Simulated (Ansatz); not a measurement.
**Work function of Pd(111): what the settings cost and change**

Aim: the work function of Pd(111) across levels of theory at one geometry.

Calculated with Ansatz 0.2.0; plane-wave DFT, PBE, Ansatz PAW, in the first sound run; inputs show where later runs differ.

**What experiment says.**

“Anisotropic work function of elemental crystals” (2019, arxiv:1902.07811) quotes from earlier work for Pd (clean (111) face, a compiled value): work function (clean (111) face, a compiled value) 5.67 eV.

## 1. Set-up

The cell holds 7 atoms: 7 Pd. Cell: a = 2.751 Å, b = 2.751 Å, c = 31.475 Å, α = 90.0°, β = 90.0°, γ = 60.0°. Vacuum lies along c.

Structure file:

```cif
data_structure
_symmetry_space_group_name_H-M 'P 1'
_symmetry_Int_Tables_number 1
_cell_length_a 2.7506
_cell_length_b 2.7506
_cell_length_c 31.4754
_cell_angle_alpha 90.000
_cell_angle_beta 90.000
_cell_angle_gamma 60.000
_cell_volume 206.24
loop_
_atom_site_label
_atom_site_type_symbol
_atom_site_fract_x
_atom_site_fract_y
_atom_site_fract_z
_atom_site_occupancy
Pd1 Pd 0.00000 0.00000 0.28594 1
Pd2 Pd 0.33333 0.33333 0.35729 1
Pd3 Pd 0.66667 0.66667 0.42865 1
Pd4 Pd 0.00000 0.00000 0.50000 1
Pd5 Pd 0.33333 0.33333 0.57135 1
Pd6 Pd 0.66667 0.66667 0.64271 1
Pd7 Pd 0.00000 0.00000 0.71406 1
```

## 2. Run, setting PBE, Ansatz PAW (420 eV)

A work function rests on the faint tail of the density, so the SCF threshold is tight. PBE on the default files comes first; the next runs keep the geometry and change functional or files, each at the cutoff that its files recommend; a relaxation and, for heavy metals, spin-orbit coupling close the ladder.

input.yaml

```yaml
crystal:
  lattice:
    - [2.7506453788, 0.0, 0.0]
    - [1.3753226894, 2.3821287749, 0.0]
    - [0.0, 0.0, 31.4753552829]
  atoms:
    - { symbol: Pd, position: [0.0, 0.0, 0.2859379956] }
    - { symbol: Pd, position: [0.3333333333, 0.3333333333, 0.3572919971] }
    - { symbol: Pd, position: [0.6666666667, 0.6666666667, 0.4286459985] }
    - { symbol: Pd, position: [0.0, 0.0, 0.5] }
    - { symbol: Pd, position: [0.3333333333, 0.3333333333, 0.5713540015] }
    - { symbol: Pd, position: [0.6666666667, 0.6666666667, 0.6427080029] }
    - { symbol: Pd, position: [0.0, 0.0, 0.7140620044] }
kpoints:
  mp_grid: { grid: [17, 17, 1] }
hamiltonian:
  xc: pbe
scf:
  occupations: { method: fermi_dirac, width: 0.1 }
  convergence: { dr2_threshold: 1.0e-09 }
efield:
  axis: 3
  dipole_correction: true
  ramp_position: 0.97
  ramp_width: 0.06
output:
  write_potential: true
  write_density: true
  volumetric_format: npy
  elf: true
```

On the command line:

```sh
> ansatz run input.yaml --threads 4 --pin off --max-ram 6144MiB --backend cpu --events-out ev --progress --plain --runs-dir out
```

Log:

```text
Engine: ansatz 0.2.0, aarch64-unknown-linux-gnu
Pseudopotentials: kind: paw
Pseudopotential: Pd, paw, valence charge 18, recommended cutoff 420 eV (normal), Pd.paw.azcp
Functional definition: PBE
  parameter kappa = 0.804
  parameter beta = 0.066725
  exchange = pbe_x(kappa = kappa, mu = beta*pi^2/3)
  correlation = pbe_c(beta = beta)
Crystal: 7 atoms, lattice volume = 206.239 Å³
Basis set: ecut = 420 eV, 4035 PW (Γ)
Bands: 76, of which v1, the nominal top of the filled ones, is band 63 counted from 1 (62 counted from 0)
Symmetry: 6 space group operations
k-points: 33 of 289 (time reversal used)
Non-local potential: Pd, projectors of the file, l = 0: 2, l = 1: 2, l = 2: 2, l = 3: 1
PAW form: soft (Blöchl's): semilocal exchange-correlation on the pseudo side does not see the compensation charge
PAW one-centre angular grid: Pd, 590 points (default); XC on 64 Gauss nodes
Initial density: superposition of atomic densities (neutral atoms: chi_scale 0, normalization atom), corrected by the library's trained network
Initial wavefunctions: pseudopotential atomic-orbital guess
Functional: x = pbe(κ = 0.804, μ = 0.219515), c = pbe(β = 0.066725)
SCF iter   1: F=—  HF=-48809.092220 eV  |F-HF|=—  |Δ(HF+E_count)|=         —  Δρ=1.58e-2  dr2=8.32e0  ethr=1.77e-3  p=0.000 e·Å  D=2.37e-13 V/Å  ΔV_dip=-0.00 eV  dr2_dipole=2.06e-7  V_vac-E_F(+/−)=4.80/4.80 eV  ⟨swp⟩=7.5  Hψ=10217  notcnv=0  defer=34
efield: sawtooth ramp at fractional position 0.9700 (set: `efield.ramp_position`, or a place that a band, a saddle search or an elastic batch's reference lends), width 0.0600; the density the first Hamiltonian is built on has a dipole p = 0.000 e·Å; the dipole correction subtracts the counter field D = 2.37e-13 V/Å, which shifts the + side's vacuum level by -0.00 eV against the − side's; the planar-averaged density in the ramp window peaks in size at 1.4e-5 e/Å³
preconditioner: auto → LDOS  [metal: Δε(μ)=0.007 eV  Ē_g=7.592 eV  σ=0.100 eV  W_gap=0.02  n_scr=24 (ndim 8)  ℏωp=21.6 eV  f_vac=0.473  D(μ)=14.67/eV (n_scr^D=184)  β→1.0]
SCF iter   2: F=—  HF=-48809.028887 eV  |F-HF|=—  |Δ(HF+E_count)|=   6.33e-2  Δρ=5.79e-3  dr2=3.05e-1  ethr=1.77e-3  p=-0.000 e·Å  D=-4.04e-7 V/Å  ΔV_dip=0.00 eV  dr2_dipole=6.16e-7  V_vac-E_F(+/−)=5.25/5.25 eV  ⟨swp⟩=2.2  Hψ=3061  notcnv=0  defer=94
SCF iter   3: F=—  HF=-48809.027427 eV  |F-HF|=—  |Δ(HF+E_count)|=   1.46e-3  Δρ=2.06e-3  dr2=8.31e-2  ethr=2.42e-4  p=-0.000 e·Å  D=-8.36e-8 V/Å  ΔV_dip=0.00 eV  dr2_dipole=2.09e-8  V_vac-E_F(+/−)=5.14/5.14 eV  ⟨swp⟩=2.3  Hψ=3354  notcnv=0  defer=109
SCF iter   4: F=—  HF=-48809.024081 eV  |F-HF|=—  |Δ(HF+E_count)|=   3.35e-3  Δρ=7.26e-4  dr2=2.58e-3  ethr=6.60e-5  p=0.000 e·Å  D=1.41e-6 V/Å  ΔV_dip=-0.00 eV  dr2_dipole=2.22e-8  V_vac-E_F(+/−)=5.22/5.22 eV  ⟨swp⟩=2.2  Hψ=3131  notcnv=0  defer=109
SCF iter   5: F=—  HF=-48809.024394 eV  |F-HF|=—  |Δ(HF+E_count)|=   3.13e-4  Δρ=3.36e-4  dr2=8.90e-4  ethr=2.05e-6  p=0.000 e·Å  D=3.28e-7 V/Å  ΔV_dip=-0.00 eV  dr2_dipole=6.10e-9  V_vac-E_F(+/−)=5.22/5.22 eV  ⟨swp⟩=2.1  Hψ=3669  notcnv=0  defer=109
SCF iter   6: F=—  HF=-48809.024390 eV  |F-HF|=—  |Δ(HF+E_count)|=   4.56e-6  Δρ=1.63e-4  dr2=2.37e-4  ethr=7.07e-7  p=0.000 e·Å  D=1.36e-7 V/Å  ΔV_dip=-0.00 eV  dr2_dipole=8.32e-10  V_vac-E_F(+/−)=5.22/5.22 eV  ⟨swp⟩=1.6  Hψ=2522  notcnv=0  defer=109
SCF iter   7: F=—  HF=-48809.024388 eV  |F-HF|=—  |Δ(HF+E_count)|=   1.41e-6  Δρ=5.14e-5  dr2=1.37e-5  ethr=1.88e-7  p=-0.000 e·Å  D=-7.11e-8 V/Å  ΔV_dip=0.00 eV  dr2_dipole=8.65e-11  V_vac-E_F(+/−)=5.22/5.22 eV  ⟨swp⟩=1.1  Hψ=2424  notcnv=0  defer=109
SCF iter   8: F=—  HF=-48809.024379 eV  |F-HF|=—  |Δ(HF+E_count)|=   9.13e-6  Δρ=1.57e-5  dr2=9.03e-7  ethr=1.09e-8  p=-0.000 e·Å  D=-6.93e-8 V/Å  ΔV_dip=0.00 eV  dr2_dipole=1.08e-10  V_vac-E_F(+/−)=5.22/5.22 eV  ⟨swp⟩=2.0  Hψ=3009  notcnv=0  defer=109
SCF iter   9: F=—  HF=-48809.024654 eV  |F-HF|=—  |Δ(HF+E_count)|=   2.74e-4  Δρ=6.42e-6  dr2=2.54e-7  ethr=7.17e-10  p=-0.000 e·Å  D=-4.74e-8 V/Å  ΔV_dip=0.00 eV  dr2_dipole=8.30e-12  V_vac-E_F(+/−)=5.22/5.22 eV  ⟨swp⟩=2.3  Hψ=4095  notcnv=0  defer=89
SCF iter  10: F=—  HF=-48809.024654 eV  |F-HF|=—  |Δ(HF+E_count)|=   4.85e-8  Δρ=2.58e-6  dr2=3.32e-8  ethr=2.01e-10  p=-0.000 e·Å  D=-2.13e-8 V/Å  ΔV_dip=0.00 eV  dr2_dipole=6.09e-12  V_vac-E_F(+/−)=5.22/5.22 eV  ⟨swp⟩=1.8  Hψ=3183  notcnv=0  defer=89
SCF iter  11: F=—  HF=-48809.024654 eV  |F-HF|=—  |Δ(HF+E_count)|=   1.83e-9  Δρ=1.09e-6  dr2=5.55e-9  ethr=2.64e-11  p=-0.000 e·Å  D=-1.13e-8 V/Å  ΔV_dip=0.00 eV  dr2_dipole=3.54e-12  V_vac-E_F(+/−)=5.22/5.22 eV  ⟨swp⟩=2.1  Hψ=3577  notcnv=0  defer=89
SCF iter  12: F=—  HF=-48809.024654 eV  |F-HF|=—  |Δ(HF+E_count)|=  4.29e-10  Δρ=5.73e-7  dr2=1.58e-9  ethr=1.00e-12  p=-0.000 e·Å  D=-1.90e-10 V/Å  ΔV_dip=0.00 eV  dr2_dipole=1.15e-13  V_vac-E_F(+/−)=5.22/5.22 eV  ⟨swp⟩=12.8  Hψ=8227  notcnv=0
SCF iter  13: F=-48809.024654 eV  HF=-48809.024654 eV  |F-HF|=2.69e-10  |Δ(HF+E_count)|=  4.15e-10  Δρ=2.73e-7  dr2=2.68e-10  ethr=1.00e-12  p=0.000 e·Å  D=1.73e-9 V/Å  ΔV_dip=-0.00 eV  dr2_dipole=8.12e-13  V_vac-E_F(+/−)=5.22/5.22 eV  ⟨swp⟩=2.6  Hψ=5012  notcnv=0
SCF 1 converged in 13 iterations: F = -48809.024654 eV  dr2 = 2.68e-10
  greatest PAW one-centre occupation: 0.999 electrons in one spin orbital (limit 2), on the Pd atom at site 0 (counted from 0), in its partial waves of l = 0
WARN: The output density's exchange-correlation potential varies sharply where the density is thin. Do not read a vacuum level from v_tot or v_xc, or from such a field of the output density. On a cell that repeats whose density bears no net charge and no dipole along the vacuum's axis use v_es (v_loc + v_h of the components); under efield.dipole_correction with no amplitude use v_es + v_field, which holds any externa [...]
SCF converged after 13 iterations
Free energy (F): -48809.024654 eV
Harris-Foulkes:  -48809.024654 eV  (|F-HF|=2.69e-10)
Internal energy: -48808.556350 eV  (E = F + TS)
E sigma→0 (E₀):  -48808.790502 eV
Entropy (-TS):   -0.468304 eV (-66.901 meV/atom)
Fermi energy:    7.331135 eV
Dipole field:    D = 0.000001 V/Å  (p = 0.000001 e·Å, saw-weighted, corrected)
Work function:   Φ+ = 5.2204 eV   Φ− = 5.2205 eV
Levels:          The Fermi level and band energies are counted from a zero that moves with the ramp; work functions are not
--- Per-component energies (eV) ---
  E_band       = -2516.598514
  E_kinetic    = 3597.062948
  E_local      = -304640.477997  (includes V_loc(G=0)·N_el)
  E_nonlocal   = 1521.155216
  E_hartree    = 150396.625235
  E_xc         = -1180.066710
  E_vxc        = -1480.375330  (∫ρ·V_xc dr)
  E_paw        = -26252.406091  (= ΣΔE_a)
  E_vpaw       = -2307.219476  (= ΣTr[D̂ρ^β])
  E_aug_tail   = 0.001604  (compensation charges beyond the density's cutoff)
  E_efield     = 0.000000  (sawtooth field / dipole correction)
  E_vefield    = 0.000000  (∫n·V_field dr)
  E_ewald      = 127749.549444
  E_smearing   = -0.468304  (= −TS)
  E_closure    = -0.000000  (closes the sum)
  Σ components = -48809.024654   (vs F -48809.024654, Δ=0.00e0)
--- Band table (eV; the first three rows and the last of 33) ---
  k-point 0: bands = [... 59 lower, 6.1969, 6.4547, 6.4547, 6.8085, 6.8085, 6.8584, 7.1161, 7.1161, ... 9 higher]
  k-point 1: bands = [... 59 lower, 6.2155, 6.2795, 6.4605, 6.6044, 6.8114, 6.8402, 6.9632, 7.1200, ... 9 higher]
  k-point 2: bands = [... 59 lower, 6.1907, 6.2448, 6.3531, 6.4730, 6.6755, 6.8175, 7.1297, 7.2794, ... 9 higher]
  k-point 32: bands = [... 59 lower, 7.0458, 7.0991, 7.1631, 7.2062, 12.9175, 12.9535, 13.1857, 13.4528, ... 9 higher]
```

Run time: 48 s. Hardware: 4 threads of Arm Neoverse N1, shared host; peak memory 0.92 GiB.

Reading the cycles: dr2 is the Hartree energy of the density residual (eV), the measure of convergence; HF is the Harris–Foulkes estimate of the energy, which meets the free energy F at convergence.

Read from the output:

| Property | Result |
| --- | --- |
| energy at zero smearing | -48808.7905 eV |
| work function, upper face | 5.220 eV |

Running mean over 2.246 Å of the planar mean; the ramp of the sawtooth is left out. The electron's electrostatic potential energy less the Fermi level by z:

z (Å), electron's electrostatic potential energy less the Fermi level (eV) and a bar from the least value:
```
        4       5.22 ##############################
        5       5.22 ##############################
        6       5.17 ##############################
        7       4.37 ############################
        8      -3.14 ############
        9      -8.28 #
       10      -8.52 
       11      -8.61 
       12      -8.66 
       13      -8.67 
       14      -8.68 
       15      -8.67 
       16      -8.67 
       17      -8.68 
       18      -8.68 
       19      -8.67 
       20      -8.65 
       21      -8.55 
       22      -8.46 
       23      -6.94 ####
       24       1.95 #######################
       25       5.02 ##############################
       26       5.21 ##############################
       27       5.22 ##############################
       28       5.22 ##############################
```

Valence density in the ca plane at fractional y = 0.000, with atoms of Pd within 0.2 Å of it. It is the smooth field of the valence electrons, not physical close to the nuclei.

Ten steps, logarithmic in the rise over the least value, from '0' (0 e/Å³) to '9' (13 e/Å³), each cell a mean:
```
21111222236998632222111222224899841000000000
32212332224786422232212233223677631000000000
43223443222443222444322344322344310000000000
54223554222222223455323455322222210000000000
53223454222332223454322454322233210000000000
32222333223665322333222333223466421000000000
22112222236898522222111222224799731000000000
21111222237999632221111122225899841000000000
```
Columns run along c (16.0 Å, from fractional 0.36 to 0.87 of the cell), rows up along a (2.8 Å). Atoms in or near the plane, at fractional coordinates: Pd at (0.50, 0.00), Pd at (0.71, 0.00).

Electrostatic potential energy in the ca plane at fractional y = 0.000, with atoms of Pd within 0.2 Å of it. With pseudopotentials it is smooth inside the atoms' cores, unlike the true potential.

Values in eV, 5 rows by 16 columns, each cell a mean:
```
  9  10   8  -3 -43  -3   8  10   9   8 -14 -39   6  12  13  13
  1   4  -3   6  -6   6  -3   4   1   1   4  -5  10  12  13  13
 -4   1 -10   8   6   8 -10   1  -4  -4   8   6  11  12  13  13
  5   7   2   4 -20   4   2   7   5   4  -2 -17   9  12  13  13
 10  10   9  -6 -48  -6   9  10  10   9 -19 -44   4  12  13  13
```
Columns run along c (16.0 Å, from fractional 0.36 to 0.87 of the cell; values clipped at the 3rd and 97th percentile), rows up along a (2.8 Å). Atoms in or near the plane, at fractional coordinates: Pd at (0.50, 0.00), Pd at (0.71, 0.00).

ELF in the ca plane at fractional y = 0.000, with atoms of Pd within 0.2 Å of it. It is the smooth field of the valence electrons, not physical close to the nuclei.

Ten even steps from '0' (0.00) to '9' (0.53), each cell a mean:
```
33333333348979743333323333336988963110000000
43333443336998533343333343334899842110000000
64334665333555333565433566433455432100000000
75334786333333334786434677533333332100000000
75334675333443334676433577433344432100000000
43333444335787433454333454334688642110000000
33333333348999733333333333335999952110000000
33223334349758844433322333446966963110000000
```
Columns run along c (16.0 Å, from fractional 0.36 to 0.87 of the cell), rows up along a (2.8 Å). Atoms in or near the plane, at fractional coordinates: Pd at (0.50, 0.00), Pd at (0.71, 0.00).

The work function is 5.220 eV.

## 3. Slab

This step: plane-wave DFT, LDA, Ansatz PAW (Ansatz 0.2.0).

input.yaml: that of step 2 with these lines changed.

```diff
@@ -16,3 +16,3 @@
 hamiltonian:
-  xc: pbe
+  xc: lda
 scf:
@@ -29,2 +29 @@
   volumetric_format: npy
-  elf: true
```

Log:

```text
[...]
Crystal: 7 atoms, lattice volume = 206.239 Å³
Basis set: ecut = 420 eV, 4035 PW (Γ)
Bands: 76, of which v1, the nominal top of the filled ones, is band 63 counted from 1 (62 counted from 0)
Symmetry: 6 space group operations
k-points: 33 of 289 (time reversal used)
[...]
k-point 0: bands = [... 59 lower, 5.8108, 6.0699, 6.0699, 6.4051, 6.4266, 6.4266, 6.7376, 6.7376, ... 9 higher]
  k-point 1: bands = [... 59 lower, 5.8300, 5.8868, 6.0760, 6.2151, 6.4297, 6.4494, 6.5675, 6.7415, ... 9 higher]
  k-point 2: bands = [... 59 lower, 5.7993, 5.8602, 5.9611, 6.0892, 6.2763, 6.4360, 6.7512, 6.8989, ... 9 higher]
  k-point 32: bands = [... 59 lower, 6.6551, 6.7084, 6.7728, 6.8153, 12.4532, 12.4831, 12.7236, 12.9871, ... 9 higher]
[key lines of the parts left out:]
SCF converged after 14 iterations
Free energy (F): -47910.658688 eV
Fermi energy:    6.941542 eV
Dipole field:    D = 0.000000 V/Å  (p = 0.000000 e·Å, saw-weighted, corrected)
Work function:   Φ+ = 5.6419 eV   Φ− = 5.6419 eV
```

Wall time 44 s (4 threads); peak memory 0.91 GiB; 2.5 min of CPU time.

The work function is 5.642 eV, +0.421 eV from the run “PBE, Ansatz PAW (420 eV)”, at 1.0 times its CPU time.

## 4. Run

This step: plane-wave DFT, PBEsol, Ansatz PAW (Ansatz 0.2.0).

input.yaml: that of step 3 with these lines changed.

```diff
@@ -16,3 +16,3 @@
 hamiltonian:
-  xc: lda
+  xc: pbesol
 scf:
```

Log:

```text
[...]
Crystal: 7 atoms, lattice volume = 206.239 Å³
Basis set: ecut = 420 eV, 4035 PW (Γ)
Bands: 76, of which v1, the nominal top of the filled ones, is band 63 counted from 1 (62 counted from 0)
Symmetry: 6 space group operations
k-points: 33 of 289 (time reversal used)
[...]
k-point 0: bands = [... 59 lower, 6.0516, 6.3093, 6.3093, 6.6519, 6.6644, 6.6644, 6.9743, 6.9743, ... 9 higher]
  k-point 1: bands = [... 59 lower, 6.0707, 6.1280, 6.3153, 6.4519, 6.6675, 6.6871, 6.8126, 6.9782, ... 9 higher]
  k-point 2: bands = [... 59 lower, 6.0378, 6.1006, 6.2015, 6.3285, 6.5224, 6.6738, 6.9880, 7.1372, ... 9 higher]
  k-point 32: bands = [... 59 lower, 6.8973, 6.9509, 7.0150, 7.0579, 12.7036, 12.7391, 12.9729, 13.2408, ... 9 higher]
[key lines of the parts left out:]
SCF converged after 13 iterations
Free energy (F): -48345.369095 eV
Fermi energy:    7.182814 eV
Dipole field:    D = 0.000000 V/Å  (p = 0.000000 e·Å, saw-weighted, corrected)
Work function:   Φ+ = 5.3552 eV   Φ− = 5.3552 eV
```

Run time: 46 s. Hardware: 4 threads; peak memory 0.93 GiB; 2.4 min of CPU time.

The work function is 5.355 eV, +0.135 eV from the run “PBE, Ansatz PAW (420 eV)”, at 0.99 times its CPU time.

## 5. Run

This step: plane-wave DFT, RPBE, Ansatz PAW (Ansatz 0.2.0).

input.yaml: that of step 4 with these lines changed.

```diff
@@ -16,3 +16,3 @@
 hamiltonian:
-  xc: pbesol
+  xc: rpbe
 scf:
```

Log:

```text
[...]
Crystal: 7 atoms, lattice volume = 206.239 Å³
Basis set: ecut = 420 eV, 4035 PW (Γ)
Bands: 76, of which v1, the nominal top of the filled ones, is band 63 counted from 1 (62 counted from 0)
Symmetry: 6 space group operations
k-points: 33 of 289 (time reversal used)
[...]
k-point 0: bands = [... 59 lower, 6.3439, 6.6004, 6.6004, 6.9525, 6.9525, 7.0378, 7.2590, 7.2590, ... 9 higher]
  k-point 1: bands = [... 59 lower, 6.3623, 6.4301, 6.6061, 6.7517, 6.9554, 6.9896, 7.1169, 7.2629, ... 9 higher]
  k-point 2: bands = [... 59 lower, 6.3404, 6.3914, 6.5042, 6.6185, 6.8303, 6.9615, 7.2728, 7.4234, ... 9 higher]
  k-point 32: bands = [... 59 lower, 7.1925, 7.2462, 7.3099, 7.3531, 13.0949, 13.1330, 13.3631, 13.6317, ... 9 higher]
[key lines of the parts left out:]
SCF converged after 13 iterations
Free energy (F): -48863.132962 eV
Fermi energy:    7.478521 eV
Dipole field:    D = 0.000001 V/Å  (p = 0.000001 e·Å, saw-weighted, corrected)
Work function:   Φ+ = 5.0290 eV   Φ− = 5.0290 eV
```

Elapsed: 44 s, on 4 threads; peak memory 0.91 GiB.

The work function is 5.029 eV, -0.191 eV from the run “PBE, Ansatz PAW (420 eV)”, at 0.96 times its CPU time.

## 6. Slab

This step: plane-wave DFT, r2SCAN, Ansatz PAW (Ansatz 0.2.0).

input.yaml: that of step 5 with these lines changed.

```diff
@@ -16,3 +16,3 @@
 hamiltonian:
-  xc: rpbe
+  xc: r2scan
 scf:
```

Log:

```text
[...]
Crystal: 7 atoms, lattice volume = 206.239 Å³
Basis set: ecut = 500 eV, 5047 PW (Γ), exchange–correlation on 96×96×960 points (64 copies of the dense FFT grid, shifted against one another)
Bands: 76, of which v1, the nominal top of the filled ones, is band 63 counted from 1 (62 counted from 0)
Symmetry: 6 space group operations
[...]
k-point 0: bands = [... 59 lower, 6.0199, 6.2894, 6.2894, 6.6549, 6.6549, 6.9294, 6.9710, 6.9710, ... 9 higher]
  k-point 1: bands = [... 59 lower, 6.0721, 6.1552, 6.2946, 6.4662, 6.6577, 6.7235, 6.8601, 6.9750, ... 9 higher]
  k-point 2: bands = [... 59 lower, 6.0419, 6.0662, 6.2135, 6.3054, 6.5632, 6.6633, 6.9853, 7.1471, ... 9 higher]
  k-point 32: bands = [... 59 lower, 6.9268, 6.9822, 7.0492, 7.0949, 13.2040, 13.2417, 13.4792, 13.7453, ... 9 higher]
[key lines of the parts left out:]
SCF converged after 18 iterations
Free energy (F): -48899.120343 eV
Fermi energy:    7.220590 eV
Dipole field:    D = 0.000000 V/Å  (p = 0.000000 e·Å, saw-weighted, corrected)
Work function:   Φ+ = 5.2183 eV   Φ− = 5.2183 eV
```

Wall time 2.2 min (4 threads); peak memory 1.5 GiB.

The work function is 5.218 eV, -0.002 eV from the run “PBE, Ansatz PAW (420 eV)”, at 2.9 times its CPU time.

## 7. Run

This step: plane-wave DFT, PBE, JTH PAW (Ansatz 0.2.0).

input.yaml: that of step 6 with these lines changed.

```diff
@@ -16,3 +16,4 @@
 hamiltonian:
-  xc: r2scan
+  xc: pbe
+  pseudopotentials: { kind: paw, source: jth }
 scf:
```

Log:

```text
[...]
k-point 0: bands = [... 59 lower, 8.3850, 8.6435, 8.6435, 8.9978, 8.9978, 9.0705, 9.3051, 9.3051, ... 9 higher]
  k-point 1: bands = [... 59 lower, 8.4036, 8.4702, 8.6493, 8.7988, 9.0007, 9.0349, 9.1521, 9.3090, ... 9 higher]
  k-point 2: bands = [... 59 lower, 8.3844, 8.4330, 8.5452, 8.6617, 8.8645, 9.0067, 9.3186, 9.4664, ... 9 higher]
  k-point 32: bands = [... 59 lower, 9.2329, 9.2849, 9.3499, 9.3920, 15.1108, 15.1435, 15.3804, 15.6437, ... 9 higher]
[key lines of the parts left out:]
SCF converged after 15 iterations
Free energy (F): -48764.457491 eV
Fermi energy:    9.518100 eV
Dipole field:    D = -0.000005 V/Å  (p = -0.000006 e·Å, saw-weighted, corrected)
Work function:   Φ+ = 5.2167 eV   Φ− = 5.2166 eV
```

Elapsed: 4 min, on 4 threads; peak memory 3 GiB.

The work function is 5.217 eV, -0.004 eV from the run “PBE, Ansatz PAW (420 eV)”, at 5.5 times its CPU time.

(Continued in part 2 of 2.)

[Long decimals in the printed logs are rounded to 6 places.]

[Logs are printed without paths, hosts, clocks, repeated set-up lines and the standing remarks that a program may print on its own settings, such as how far it seeks lower states.]

[Hosts, paths, dates, database ids (printed as entryN), source tags and the programs' standing remarks are cut or masked in the printed files.]

[Maps of the electrostatic potential energy from Ansatz leave out the sawtooth potential of an applied field or a dipole correction, so their vacuum need not be flat; planar profiles and work functions include it.]
